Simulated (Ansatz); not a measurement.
# Au (Fm-3m): phonon-mediated transition temperature, part 2 of 2

Each step names its level of theory.

So far, coupling constant λ: step 2 (resistivity: finite displacements) 0.199. Also log mean phonon energy ħω_log (meV): step 2 8.16.

**3. Coupling and resistivity: r2SCAN at its own relaxed cell**

The functional sets the lattice constant, the bands and the force constants.

This step: DFT r2SCAN, scalar-relativistic, plane waves, PAW (Ansatz 0.2.0).

File input.yaml:

```yaml
crystal:
  lattice:
    - [0.0, 2.0632885754, 2.0632885754]
    - [2.0632885754, 0.0, 2.0632885754]
    - [2.0632885754, 2.0632885754, 0.0]
  atoms:
    - { symbol: Au, position: [0.0, 0.0, 0.0] }
kpoints:
  mp_grid: { grid: [9, 9, 9] }
hamiltonian:
  xc: r2scan
scf:
  occupations: { method: methfessel_paxton, width: 0.2 }
output:
  eigenvalues: true
phonons:
  method: dfpt
  qmesh: [3, 3, 3]
  temperatures: { t_max: 1000, t_step: 50 }
  qpath:
    path:
      - [[0.0, 0.0, 0.0], [0.5, 0.0, 0.5], [0.625, 0.25, 0.625]]
      - [[0.375, 0.375, 0.75], [0.0, 0.0, 0.0], [0.5, 0.5, 0.5], [0.5, 0.25, 0.75], [0.5, 0.0, 0.5]]
    npoints: 10
  electrical_resistivity:
    mesh: [16, 16, 16]
    temperatures: [20.0, 50.0, 80.0, 100.0, 150.0, 200.0, 273.0, 300.0, 400.0, 500.0, 600.0, 800.0]
  superconductivity: { mesh: [16, 16, 16], eliashberg_equations: false }
```

Started as:

```console
$ ansatz run input.yaml --threads 4 --pin off --max-ram 10240MiB --backend cpu --events-out ev --progress --plain --runs-dir out
```

Numbers of over 12 decimals in the logs are rounded to 6 here.

Log:

```text
[...]
Crystal: 1 atoms, lattice volume = 17.567 Å³
Basis set: ecut = 500 eV, 459 PW (Γ), exchange–correlation on 120×120×120 points (125 copies of the dense FFT grid, shifted against one another)
Bands: 14, of which v1, the nominal top of the filled ones, is band 10 counted from 1 (9 counted from 0)
Symmetry: 48 space group operations
k-points: 75 of 729 (irreducible under 8 space group operations, time reversal used)
[...]
SCF iter   1: F=—  HF=-13163.542024 eV  |F-HF|=—  |Δ(HF+E_count)|=         —  Δρ=1.46e-2  dr2=3.90e-2  dr2_τ=2.95e-3  ethr=1.77e-3  ⟨swp⟩=4.3  Hψ=5234  notcnv=0
[...]
SCF iter   7: F=-13163.534465 eV  HF=-13163.534465 eV  |F-HF|=1.82e-12  |Δ(HF+E_count)|=  9.20e-10  S|Δr|=    0.00e0  Δρ=2.49e-7  dr2=8.20e-12  dr2_τ=1.40e-12  ethr=1.00e-12  ⟨swp⟩=5.2  Hψ=5286  notcnv=0
SCF 1 converged in 7 iterations: F = -13163.534465 eV  dr2 = 8.20e-12
[...]
DFPT response loops at Γ: preconditioner auto → Kerker (q_TF=auto, 2.764 Å⁻¹) (partly filled bands, converged f_vac=0.000); β = 1.00, the filter's whole step (`scf.mixing.beta` (0.50) is not read by the response loops under this deck's `scf.mixing.preconditioner`; to damp them name `kerker` or `kerker_dos`, under which they read `scf.mixing.beta`, and type it under 1.00, their step now; both keys bind the ground state too); Broyden in place of MSR1
NSCF: frozen V_eff on 35 k-points
[...]
k-points: 35 of 729
SCF iter   1: F=—  HF=-13163.542036 eV  |F-HF|=—  |Δ(HF+E_count)|=         —  Δρ=1.46e-2  dr2=3.91e-2  dr2_τ=2.95e-3  ethr=1.77e-3  ⟨swp⟩=4.3  Hψ=2430  notcnv=0
[...]
SCF iter   7: F=-13163.534465 eV  HF=-13163.534465 eV  |F-HF|=1.27e-11  |Δ(HF+E_count)|=  9.60e-10  S|Δr|=    0.00e0  Δρ=2.51e-7  dr2=8.38e-12  dr2_τ=1.47e-12  ethr=1.00e-12  ⟨swp⟩=1.6  Hψ=1496  notcnv=0
SCF 2 converged in 7 iterations: F = -13163.534465 eV  dr2 = 8.38e-12
[...]
SCF converged after 7 iterations
[...]
Free energy (F): -13163.534465 eV
[...]
Internal energy: -13163.534949 eV  (E = F + TS)
E sigma→0 (E₀):  -13163.534586 eV
Entropy (-TS):   0.000484 eV (0.484 meV/atom)
Fermi energy:    19.909417 eV
[...]
--- Band table (eV; the first three rows and the last of 75) ---
  k-point 0: bands = [... 6 lower, 14.8685, 14.8685, 16.3201, 16.3201, 34.8376, 38.7778, 38.7778, 38.7778]
  k-point 1: bands = [... 6 lower, 15.0016, 15.0016, 16.2719, 16.2719, 35.2095, 36.5892, 39.2420, 39.2420]
  k-point 2: bands = [... 6 lower, 15.1516, 15.1516, 16.3887, 16.3887, 32.2747, 36.0067, 40.0683, 40.0683]
  k-point 74: bands = [... 6 lower, 14.6797, 16.3063, 17.6928, 23.2851, 26.2604, 27.1359, 30.0934, 42.1067]
--- Phonons (Γ-DFPT): 1 representative perturbation + reference, on 75 of 729 k-points (Σ response iterations 9) ---
  k mesh reduced under 8 symmetry operations, with k and −k counted as one. Each operation leaves every solved perturbation unchanged. A smaller set is not considered because the functional reads the kinetic-energy density
  ASR residual: 1.025e-4 → 0.000e0 eV/Å²; symmetrization residual: 2.302e-20 eV/Å²
  ASR residual per site (eV/Å²): 1.02e-4
  Γ frequencies (cm⁻¹): 0.00 0.00 0.00
--- Phonons (arbitrary-q DFPT): 4 irreducible q on the 3×3×3 mesh ---
  q = [0.0000, 0.0000, 0.0000] (star 1, of the zone-centre solve; hermiticity 2.24e-16, symmetrization 5.29e-16): 0.00 0.00 0.00
  q = [0.0000, 0.0000, 0.3333] (star 8, 1 solved perturbation on 405 of 729 k-point pairs; hermiticity 3.53e-13, symmetrization 1.40e-12): 44.64 44.64 121.10
  q = [0.0000, 0.3333, 0.3333] (star 6, 2 solved perturbations in 360 linear systems a pass and spin channel, the states on 225 of 729 k-point pairs; hermiticity 4.90e-14, symmetrization 1.34e-13): 64.54 64.54 123.26
[...]
sum rule: each row above includes the acoustic sum rule's correction from the zone centre's row sums; it moved no ω² by more than (0.38 cm⁻¹)²
  mesh force constants: q→R imaginary residual 0.00e0; ASR residual 1.025e-4 → 0.000e0 eV/Å²; symmetrization residual 2.665e-15 eV/Å²
  interpolated dispersion: 62 rows × 3 modes
[...]
--- Electrical resistivity: potentials and phonons of a 3×3×3 supercell ---
[...]
at the Fermi level of each mesh (of a tensor a third of its trace):
[...]
16×16×16                     0.1358              9.1241    0.2087    0.2078           8.418
          8×8×8                     0.1381              9.2460    0.2157    0.2203           8.365
          4×4×4                     0.1579              9.5897    0.2414    0.2566           8.274
  resistivity on the deck's mesh, µΩ·cm:
[...]
20.00     2.5594e-2              no     2.5594e-2     2.5594e-2     2.5594e-2       4.2576e-2         3.0712e-2
     50.00     3.1062e-1              no     3.1062e-1     3.1062e-1     3.1062e-1       3.5016e-1         3.1037e-1
     80.00     6.4628e-1              no     6.4628e-1     6.4628e-1     6.4628e-1       6.9015e-1         6.5173e-1
    100.00     8.6010e-1             yes     8.6010e-1     8.6010e-1     8.6010e-1       9.0952e-1         8.7087e-1
    150.00      1.3724e0             yes      1.3724e0      1.3724e0      1.3724e0        1.4407e0          1.3956e0
    200.00      1.8698e0             yes      1.8698e0      1.8698e0      1.8698e0        1.9593e0          1.9042e0
    273.00      2.5858e0             yes      2.5858e0      2.5858e0      2.5858e0        2.7076e0          2.6353e0
    300.00      2.8492e0             yes      2.8492e0      2.8492e0      2.8492e0        2.9832e0          2.9041e0
    400.00      3.8222e0             yes      3.8222e0      3.8222e0      3.8222e0        4.0018e0          3.8963e0
    500.00      4.7944e0             yes      4.7944e0      4.7944e0      4.7944e0        5.0207e0          4.8867e0
    600.00      5.7677e0             yes      5.7677e0      5.7677e0      5.7677e0        6.0422e0          5.8774e0
    800.00      7.7198e0             yes      7.7198e0      7.7198e0      7.7198e0        8.0962e0          7.8621e0
[...]
vibrations of 27 cells: unjudged by the run; compare a larger repeat
[...]
--- Superconductivity: potentials and phonons of a 3×3×3 supercell ---
[...]
mesh         λ    ħω_log (meV)  μ* declared at (meV)
       16×16×16    0.2087           8.418                9.960
          8×8×8    0.2157           8.365                9.829
          4×4×4    0.2414           8.274                9.692
  λ by the species' shares of the modes' patterns: Au 0.2087
[...]
0.08      0.002         0.002             -             -             -             -              -
      0.10      0.000         0.000             -             -             -             -              -
      0.12      0.000         0.000             -             -             -             -              -
      0.13      0.000         0.000             -             -             -             -              -
      0.14      0.000         0.000             -             -             -             -              -
      0.16      0.000         0.000             -             -             -             -              -
      0.20          -             -             -             -             -             -              -
[...]
vibrations of 27 cells: unjudged by the run; compare a larger repeat
[...]
```

Wall time 2.2 min (4 threads of Arm Neoverse V1, shared host); peak memory 3.2 GiB.

Numbers from this step:

```yaml
volume_per_atom: 17.57 Å³
zero_point_energy: 0.01552 eV/cell
highest_frequency_solved_or_plainly_interpolated: 139.5 cm⁻¹
debye_temperature_second_moment: 165 K
resistivity_at_300_k: 2.849 μΩ cm
coupling_constant_lambda: 0.2087
density_of_states_at_the_fermi_level: 0.1358 states/eV a spin and cell
log_mean_phonon_energy_omega_log: 8.418 meV
transport_coupling_constant_lambda_tr: 0.2078, 0.2078, 0.2078 (xx, yy, zz)
drude_plasma_energy: 9.124, 9.124, 9.124 eV (xx, yy, zz)
resistivity_times_mean_free_path: 8.515, 8.515, 8.515 × 10⁻¹⁶ Ω m² (xx, yy, zz)
second_moment_phonon_energy_omega: 9.96 meV
coupling_lambda_by_branch: 0.0779, 0.0875, 0.0433 (branches by rank of frequency)
```

An empty cell: under 1 mK by a formula, or no transition down to the floor of the Eliashberg search. Transition temperatures:

```
  μ*  McMillan Tc (K)  Allen–Dynes Tc (K)
0.08          0.00198             0.00199
 0.1                -                   -
0.12                -                   -
0.13                -                   -
0.14                -                   -
0.16                -                   -
 0.2                -                   -
```

**4. Coupling and resistivity: spin–orbit coupling**

Spin–orbit coupling splits bands near the Fermi level of heavy elements; the run uses the base functional.

This step: DFT PBE, spin-orbit coupling, plane waves, PAW (Ansatz 0.2.0).

input.yaml, the sections that differ from step 3:

```yaml
crystal:
  lattice:
    - [0.0, 2.0796649828, 2.0796649828]
    - [2.0796649828, 0.0, 2.0796649828]
    - [2.0796649828, 2.0796649828, 0.0]
  atoms:
    - { symbol: Au, position: [0.0, 0.0, 0.0] }
hamiltonian:
  xc: pbe
  pseudopotentials: { kind: paw_fr }
magnetization:
  noncollinear: true
  spin_orbit: true
# kpoints, scf, output, phonons: as in step 3
```

Log:

```text
[...]
non-collinear run that drives no moment, with spin-orbit: no starting moment large enough to seed its density (crystal.atoms[].spin), no starting occupations that ask for one, no magnetisation constraint and no magnetic field, so the semilocal B_xc is pinned to zero
Crystal: 1 atoms, lattice volume = 17.989 Å³
Basis set: ecut = 420 eV, 339 PW (Γ), exchange–correlation on 40×40×40 points (8 copies of the dense FFT grid, shifted against one another)
Bands: 28, of which v1, the nominal top of the filled ones, is band 19 counted from 1 (18 counted from 0)
Symmetry: 48 space group operations + 48 with time reversal
k-points: 35 of 729
Projection manifold: j_resolved (fully-relativistic pseudo-atomic orbitals)
[...]
SCF iter   1: F=—  HF=-13187.091145 eV  |F-HF|=—  |Δ(HF+E_count)|=         —  Δρ=6.72e-2  dr2=9.24e-1  dr2_m=0.00e0 (ungated)  ethr=3.10e-3  |M|=0.00e0 ∫|m|=0.00e0 μB  |m|>n=0.0e0 m-floor=0.0e0 τ_xc=0.0e0  β_m=0.30  ⟨swp⟩=7.3  Hψ=2343  notcnv=0  defer=12
[...]
SCF iter   7: F=-13186.826120 eV  HF=-13186.826120 eV  |F-HF|=1.82e-12  |Δ(HF+E_count)|=  6.51e-10  S|Δr|=    0.00e0  Δρ=2.12e-7  dr2=2.00e-12  dr2_m=0.00e0 (ungated)  ethr=1.00e-12  |M|=0.00e0 ∫|m|=0.00e0 μB  |m|>n=0.0e0 m-floor=0.0e0 τ_xc=0.0e0  ⟨swp⟩=10.6  Hψ=2586  notcnv=0
SCF 1 converged in 7 iterations: F = -13186.826120 eV  dr2 = 2.00e-12
[...]
DFPT response loops at q = (0, 0, 0) (fractional): preconditioner auto → Kerker (q_TF=auto, 2.753 Å⁻¹) (partly filled bands, converged f_vac=0.000); β = 1.00, the filter's whole step (`scf.mixing.beta` (0.30) is not read by the response loops under this deck's `scf.mixing.preconditioner`; to damp them name `kerker` or `kerker_dos`, under which they read `scf.mixing.beta`, and type it under 1.00, their step now; both keys bind the ground state too); Broyden in place of MSR1
[...]
Projection manifold: j_resolved (fully-relativistic pseudo-atomic orbitals)
SCF iter   1: F=—  HF=-13187.091145 eV  |F-HF|=—  |Δ(HF+E_count)|=         —  Δρ=6.72e-2  dr2=9.24e-1  dr2_m=0.00e0 (ungated)  ethr=3.10e-3  |M|=0.00e0 ∫|m|=0.00e0 μB  |m|>n=0.0e0 m-floor=0.0e0 τ_xc=0.0e0  β_m=0.30  ⟨swp⟩=7.3  Hψ=2343  notcnv=0  defer=12
[...]
SCF iter   7: F=-13186.826120 eV  HF=-13186.826120 eV  |F-HF|=0.00e0  |Δ(HF+E_count)|=  6.64e-10  S|Δr|=    0.00e0  Δρ=2.12e-7  dr2=2.02e-12  dr2_m=0.00e0 (ungated)  ethr=1.00e-12  |M|=0.00e0 ∫|m|=0.00e0 μB  |m|>n=0.0e0 m-floor=0.0e0 τ_xc=0.0e0  ⟨swp⟩=3.8  Hψ=1368  notcnv=0
SCF 2 converged in 7 iterations: F = -13186.826120 eV  dr2 = 2.02e-12
[...]
SCF converged after 7 iterations
[...]
Magnetization: |M| = 0.0000 μB,  M = (+0.0000, +0.0000, +0.0000) μB
Absolute magnetization: 0.0000 μB (∫|m|)
  site 0: m = (+0.0000, +0.0000, +0.0000) μB, |m| = 0.0000 μB  (R = 1.21 Å)
Free energy (F): -13186.826120 eV
[...]
Internal energy: -13186.827727 eV  (E = F + TS)
E sigma→0 (E₀):  -13186.826522 eV
Entropy (-TS):   0.001607 eV (1.607 meV/atom)
Fermi energy:    19.155936 eV
[...]
--- Band table (eV; the first three rows and the last of 35) ---
  k-point 0: bands = [... 15 lower, 15.3704, 16.4595, 16.4595, 16.4595, 16.4595, 33.7334, 33.7334, 36.4666, ... 5 higher]
  k-point 1: bands = [... 15 lower, 15.4402, 16.3433, 16.3433, 16.4965, 16.4965, 34.0243, 34.0243, 35.0330, ... 5 higher]
  k-point 2: bands = [... 15 lower, 15.6392, 16.2195, 16.2195, 16.7238, 16.7238, 30.8971, 30.8971, 34.7917, ... 5 higher]
  k-point 34: bands = [... 15 lower, 16.3177, 17.5301, 17.5301, 22.5384, 22.5384, 25.0950, 25.0950, 26.3075, ... 5 higher]
--- Phonons (Γ-DFPT): 1 representative perturbation + reference (Σ response iterations 4) ---
  ASR residual: 7.683e-5 → 0.000e0 eV/Å²; symmetrization residual: 3.335e-12 eV/Å²
  ASR residual per site (eV/Å²): 7.68e-5
  Γ frequencies (cm⁻¹): 0.00 0.00 0.00
--- Phonons (arbitrary-q DFPT): 4 irreducible q on the 3×3×3 mesh ---
[...]
interpolated dispersion: 62 rows × 3 modes
[...]
--- Electrical resistivity: potentials and phonons of a 3×3×3 supercell ---
[...]
at the Fermi level of each mesh (of a tensor a third of its trace):
[...]
16×16×16                     0.1571              8.4430    0.2226    0.2245           7.835
          8×8×8                     0.1596              8.5663    0.2272    0.2407           7.832
          4×4×4                     0.1807              9.0940    0.2662    0.2915           7.728
  resistivity on the deck's mesh, µΩ·cm:
[...]
20.00     3.8792e-2              no     3.8792e-2     3.8792e-2     3.8792e-2       6.2529e-2         4.4997e-2
     50.00     4.1020e-1              no     4.1020e-1     4.1020e-1     4.1020e-1       4.5992e-1         4.0729e-1
     80.00     8.2595e-1              no     8.2595e-1     8.2595e-1     8.2595e-1       8.8463e-1         8.2751e-1
    100.00      1.0899e0              no      1.0899e0      1.0899e0      1.0899e0        1.1580e0          1.0959e0
    150.00      1.7236e0              no      1.7236e0      1.7236e0      1.7236e0        1.8209e0          1.7395e0
    200.00      2.3402e0              no      2.3402e0      2.3402e0      2.3402e0        2.4693e0          2.3649e0
    273.00      3.2293e0              no      3.2293e0      3.2293e0      3.2293e0        3.4063e0          3.2656e0
    300.00      3.5566e0              no      3.5566e0      3.5566e0      3.5566e0        3.7517e0          3.5970e0
    400.00      4.7668e0              no      4.7668e0      4.7668e0      4.7668e0        5.0300e0          4.8218e0
    500.00      5.9771e0              no      5.9771e0      5.9771e0      5.9771e0        6.3106e0          6.0458e0
    600.00      7.1894e0              no      7.1894e0      7.1894e0      7.1894e0        7.5960e0          7.2711e0
    800.00      9.6226e0             yes      9.6226e0      9.6226e0      9.6226e0        1.0186e1          9.7286e0
[...]
vibrations of 27 cells: unjudged by the run; compare a larger repeat
[...]
--- Superconductivity: potentials and phonons of a 3×3×3 supercell ---
  pairing by harmonic phonons, in the closed forms alone; spin fluctuations are left out
           mesh         λ    ħω_log (meV)  μ* declared at (meV)
       16×16×16    0.2226           7.835                9.318
          8×8×8    0.2272           7.832                9.226
          4×4×4    0.2662           7.728                9.102
  λ by the species' shares of the modes' patterns: Au 0.2226
[...]
0.08      0.005         0.005             -             -             -             -              -
      0.10      0.001         0.001             -             -             -             -              -
      0.12      0.000         0.000             -             -             -             -              -
      0.13      0.000         0.000             -             -             -             -              -
      0.14      0.000         0.000             -             -             -             -              -
      0.16      0.000         0.000             -             -             -             -              -
      0.20          -             -             -             -             -             -              -
[...]
vibrations of 27 cells: unjudged by the run; compare a larger repeat
[...]
```

Wall time 4.2 min (4 threads); peak memory 7.1 GiB; 17 min of CPU time.

This step gave:

- volume per atom: 17.99 Å³
- zero point energy: 0.01469 eV/cell
- highest frequency, solved or plainly interpolated: 132.5 cm⁻¹
- Debye temperature (second moment): 156 K
- resistivity at 300 K: 3.557 μΩ cm
- coupling constant λ: 0.2226
- density of states at the Fermi level: 0.1571 states/eV a spin and cell
- log mean phonon energy ħω_log: 7.835 meV
- transport coupling constant λ_tr: 0.2245, 0.2245, 0.2245 (xx, yy, zz)
- Drude plasma energy: 8.443, 8.443, 8.443 eV (xx, yy, zz)
- resistivity times mean free path: 8.659, 8.659, 8.659 × 10⁻¹⁶ Ω m² (xx, yy, zz)
- second-moment phonon energy ħω₂: 9.318 meV
- coupling λ by branch: 0.0876, 0.0931, 0.0419 (branches by rank of frequency)

An empty cell: under 1 mK by a formula, or no transition down to the floor of the Eliashberg search. Transition temperatures:

```
  μ*  McMillan Tc (K)  Allen–Dynes Tc (K)
0.08          0.00481             0.00484
 0.1                -                   -
0.12                -                   -
0.13                -                   -
0.14                -                   -
0.16                -                   -
 0.2                -                   -
```

Table of Eliashberg function α²F by phonon energy; read off at these points:

```
phonon energy (meV)      α²F   α²F tr
                1.0  0.00152   2.2e-4
                2.0  0.00533  0.00194
                3.0  0.00927  0.00683
                4.0   0.0158   0.0155
                5.0   0.0262   0.0294
                6.0   0.0527   0.0656
                7.0    0.112    0.141
                8.0    0.157    0.186
                8.5    0.167    0.188
                9.0    0.103    0.117
               10.0   0.0833   0.0734
               11.0   0.0737   0.0555
               12.0   0.0583   0.0404
               13.0   0.0160   0.0121
               14.0   0.0970   0.0696
               14.3    0.130   0.0955
               15.0    0.114   0.0959
               16.0   0.0309   0.0276
```

Twice the integral of α²F/ω over this curve gives λ = 0.22, half of it from below 8.27 meV. The most distinct maxima of the Eliashberg function α²F (α²F) lie at 8.53 and 14.26 meV, the highest at 8.53 meV.

**5. Results**

```yaml
meshes: q 3×3×3, k 9×9×9, scattering 16×16×16
coupling_constant_lambda: 0.223
log_mean_phonon_energy_omega_log: 7.83 meV
```

What this shows: In the last run (PBE, spin–orbit coupling, q 3×3×3, k 9×9×9, scattering 16×16×16), with λ = 0.22 and ħω_log = 7.83 meV, Tc at μ* = 0.13 is under 1 mK by the formulas. Wikipedia's list of superconducting elements holds no transition of Au at normal pressure, in line with the calculation. In that run Allen and Dynes's formula gives no transition above 0.05 K at μ* = 0.10 or more. By the run's own test λ is not converged in the fine mesh: it moves by 2 % between the two finest, and by up to 4 % in the other runs. The run's transport test calls it not converged in the mesh; ρ(300 K) moves by 2 % in the component that moves most. These meshes are coarse. Over the runs, λ takes the values 0.199, 0.209 and 0.223, in the order shown. μ* is a typed number, phonons are harmonic, and spin fluctuations are left out; with λ this near or under μ*(1 + 0.62 λ), the formulas give Tc only to its order of magnitude, or none.

[Logs are printed without paths, hosts, clocks, repeated set-up lines and the standing remarks that a program may print on its own settings, such as how far it seeks lower states.]

[Hosts, paths, dates, database ids (printed as entryN), source tags and the programs' standing remarks are cut or masked in the printed files.]
